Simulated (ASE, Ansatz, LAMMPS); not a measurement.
# Twisted graphene bilayer, 46.83° (76 atoms): support functions against a reference, part 2 of 2

Wanted: errors and times of a linear-scaling basis for twisted graphene bilayer, 46.83° (76 atoms).

Ansatz 0.2.0; Kohn-Sham DFT, PBE+D3(BJ), PAW (set soft_2), plane waves.

The cell: 76 C. One k-point is far too coarse for the carbon or group-IV sheet, and it can put spurious forces of up to about 1 eV/Å on the sheet's atoms. Beside vacuum, support functions can miss their usual error bounds without a warning. Sampling is at Γ alone, for a cell whose shortest periodic width is 9 Å.

So far. Step 3 (Plane-wave single point): Electrostatic potential energy in the ca plane at fractional y = 0.018, with atoms of C within 0.2 Å of it. With pseudopotentials it is smooth inside the atoms' cores, unlike the true potential.

## (4) Distances and neighbours (continued)

Bonds by pair of elements; cutoffs follow the first minimum of g(r), held within bounds set by covalent radii, and pairs that aren't listed don't count as bonded:

```tsv
pair A-B	cutoff (Å)	bonds	mean length (Å)	spread (Å)	shortest (Å)	B about A	A about B
C-C	1.82	114	1.42	0	1.42	3	3
```

How many atoms have how many bonded neighbours:

```tsv
element	mean	3
C	3	76
```

Bond angles, per cent of each kind in bins of 5°:

```tsv
angle (°)	C-C-C
115–120	58.8
120–125	41.2
```

Bond angles (no mean is given where the spread exceeds 20°):

```tsv
angle	count	mean (°)	spread (°)
C-C-C	228	120	0
```

The first maximum of g(r) stands at about 1.43 Å. Counting bonds as in the table, all C atoms have 3 bonded neighbours.

The surroundings of C76, picked at random, nearest first, numbered as they follow in the input and with coordinates relative to it.

```tsv
atom	x	y	z	distance (Å)	bonds	intrinsic-atomic-orbital charge (e)
C76	0.00	0.00	0.00	0.00	3	0.00
C59	0.85	1.14	0.00	1.42	3	0.00
C67	-1.41	0.16	0.00	1.42	3	0.00
C75	0.56	-1.30	0.00	1.42	3	0.00
C48	-2.26	-0.98	0.00	2.46	3	0.00
C60	0.28	2.44	0.00	2.46	3	0.00
C68	-1.98	1.47	0.00	2.46	3	0.00
C42	-0.28	-2.44	0.00	2.46	3	0.00
C72	1.98	-1.47	0.00	2.46	3	0.00
C70	2.26	0.98	0.00	2.46	3	0.00
```

The column of bonds counts only the pairs C-C within 1.82 Å; other neighbours, such as metal atoms beside each other in a compound, aren't counted, and periodic images can show an atom twice.

## (5) Support functions medium

The cell is solved in localised support functions.

This step: Kohn-Sham DFT, PBE+D3(BJ), PAW (set soft_2), localised support functions (medium) (Ansatz 0.2.0).

input.yaml

```yaml
crystal:
  lattice:
    - [10.7229, 0.0, 0.0]
    - [-5.36145, 9.2863, 0.0]
    - [0.0, 0.0, 15.53]
  atoms:
    [... the 76 atom lines of step 3 ...]
kpoints:
  mp_grid: { grid: [1, 1, 1] }
hamiltonian:
  xc: pbe
  dispersion: d3bj
scf:
  occupations: { method: gaussian, width: 0.05 }
  eigensolver: { kind: { support_functions: { accuracy: medium } } }
  mixing: { beta: 0.4 }
  max_iter: 150
output:
  forces: true
  eigenvalues: true
```

On the command line:

```sh
$ ansatz run input.yaml --threads 8 --pin off --max-ram 15872MiB --backend cpu --events-out ev --progress --plain --runs-dir out
```

Numbers of over 12 decimals in the logs are rounded to 6 here.

The log of the run:

```text
Warning: scf.eigensolver.kind.support_functions: disabling space-group detection — the functions' gradient is summed over unrotated k-points, so no spatial operation reduces the k-mesh or symmetrises the density; time reversal is kept, so that k and −k are solved as one point where they differ and the mesh holds both, and exact exchange and, on two spinor components, a DFT+U term hold to it where the run has them: [...]
settings of this run that can trade accuracy for cost: scf.eigensolver.kind.support_functions [...]
[...]
Crystal: 76 atoms, lattice volume = 1546.416 Å³
Basis set: ecut = 420 eV, 30177 PW (Γ), exchange–correlation on 144×144×216 points (8 copies of the dense FFT grid, shifted against one another)
Bands: 183, of which v1, the nominal top of the filled ones, is band 152 counted from 1 (151 counted from 0)
Symmetry: 1 space group operations
k-points: 1
[...]
SCF iter   1: F=—  HF=-19101.089214 eV  |F-HF|=—  |Δ(HF+E_count)|=         —  Δρ=7.05e-2  dr2=7.48e1  ethr=1.00e-1
[...]
SCF iter  10: F=—  HF=-19084.209247 eV  |F-HF|=—  |Δ(HF+E_count)|=   4.70e-4  Δρ=2.76e-5  dr2=1.17e-5  ethr=1.00e-8  κ⁻¹=1.3e-8(r=7)
SCF iter  11: F=-19084.209569 eV  HF=-19084.209568 eV  |F-HF|=6.74e-7  |Δ(HF+E_count)|=   3.21e-4  Δρ=9.13e-6  dr2=1.07e-6  ethr=3.83e-9
SCF 1 converged in 11 iterations: F = -19084.211922 eV  dr2 = 1.07e-6
[...]
SCF converged after 11 iterations
Stability not checked: this state was not tested for a lower state beside it, because the mixer in use, unlike msr1, does not test its closes by its own steps (another_mixer; see scf.mixing.algorithm and scf.lower_state_search)
Free energy (F): -19084.211922 eV
[...]
Internal energy: -19084.211922 eV  (E = F + TS)
E sigma→0 (E₀):  -19084.211922 eV
Fermi energy:    0.669242 eV
[...]
Σ components = -19084.211922   (vs F -19084.211922, Δ=0.00e0)
--- Forces (eV/Å), atoms counted from 1 ---
  atom   1  C     -0.00074190    -0.00784013    -0.02222164
  atom   2  C      0.00211069     0.01039078    -0.03052602
  atom   3  C     -0.00524995     0.00561660    -0.03107247
  atom   4  C      0.01729227     0.01098539    -0.03012028
[...]
atom  76  C     -0.00180448    -0.00633238     0.03419906
  max |Σ_I F_I| component: 8.61e-4 eV/Å
--- Band table (eV) ---
[...]
```

The job ended after 32 s (8 threads of Arm Neoverse V2, shared host; peak memory 2.9 GiB).

The program notes that the band table was not solved further than the SCF left it and it switched symmetry off.

Keys that differ from the reference: support_functions.accuracy = "medium", scf.max_iter = 150 and scf.mixing.beta = 0.4.

Forces differ from the reference by 2.0 meV/Å r.m.s.; the energy by -3.9 meV/atom. It took 32 s and 11 cycles; the reference's time can't be set against it, since the two runs asked for unlike analyses.

## (6) The ladder side by side

Each row is set against the plane-wave reference (Kohn-Sham DFT, PBE+D3(BJ), PAW (set soft_2), plane waves; r.m.s. force component 0.0177 eV/Å). Energies are set beside the reference only for runs with its functional, potentials and electron count. Times are for 8 threads of Arm Neoverse V2, shared host. The reference's time includes the DOS and grids, which some other runs skip.

```tsv
run	Δ force, r.m.s. (meV/Å)	Δ energy (meV/atom)	cycles	time	host memory (GiB)
reference	-	-	8	6.3 s	1.4
support functions medium	2.02	-3.87	11	32 s	2.9
```

## (7) Results

```yaml
free_energy_per_atom: -251.1042 eV/atom
r_m_s_force_component: 0.01769 eV/Å
potential_in_mid_vacuum_over_the_fermi_level: 4.227 eV
wall_time_of_the_2_dft_runs: 38 s
```

What this shows: The setting support functions medium changes forces by 2.0 meV/Å r.m.s. At 76 atoms the run with support functions medium takes roughly 5.0 times the time of plane waves (whose run also made extra analyses, so the like-for-like ratio is larger), in 11 SCF cycles against 8. Differences between support functions and plane waves include what basis error the plane-wave run still has.

No gap is quoted: the bands of a honeycomb sheet meet or nearly meet at one point of the zone, so the spacing of levels depends on whether the mesh holds it and on how the neighbours disturb the sheet. The potential stands 4.23 eV above the Fermi level over the upper face and 4.23 eV under the lower one, a reading of the work function, with no dipole correction. The Fermi level falls in a spacing of 4.0 eV between levels, so it is uncertain by that much. Counting bonds as in the table, all C atoms have 3 bonded neighbours.

[Logs are printed without paths, hosts, clocks, repeated set-up lines and the standing remarks that a program may print on its own settings, such as how far it seeks lower states.]

[Hosts, paths, dates, database ids (printed as entryN), source tags and the programs' standing remarks are cut or masked in the printed files.]
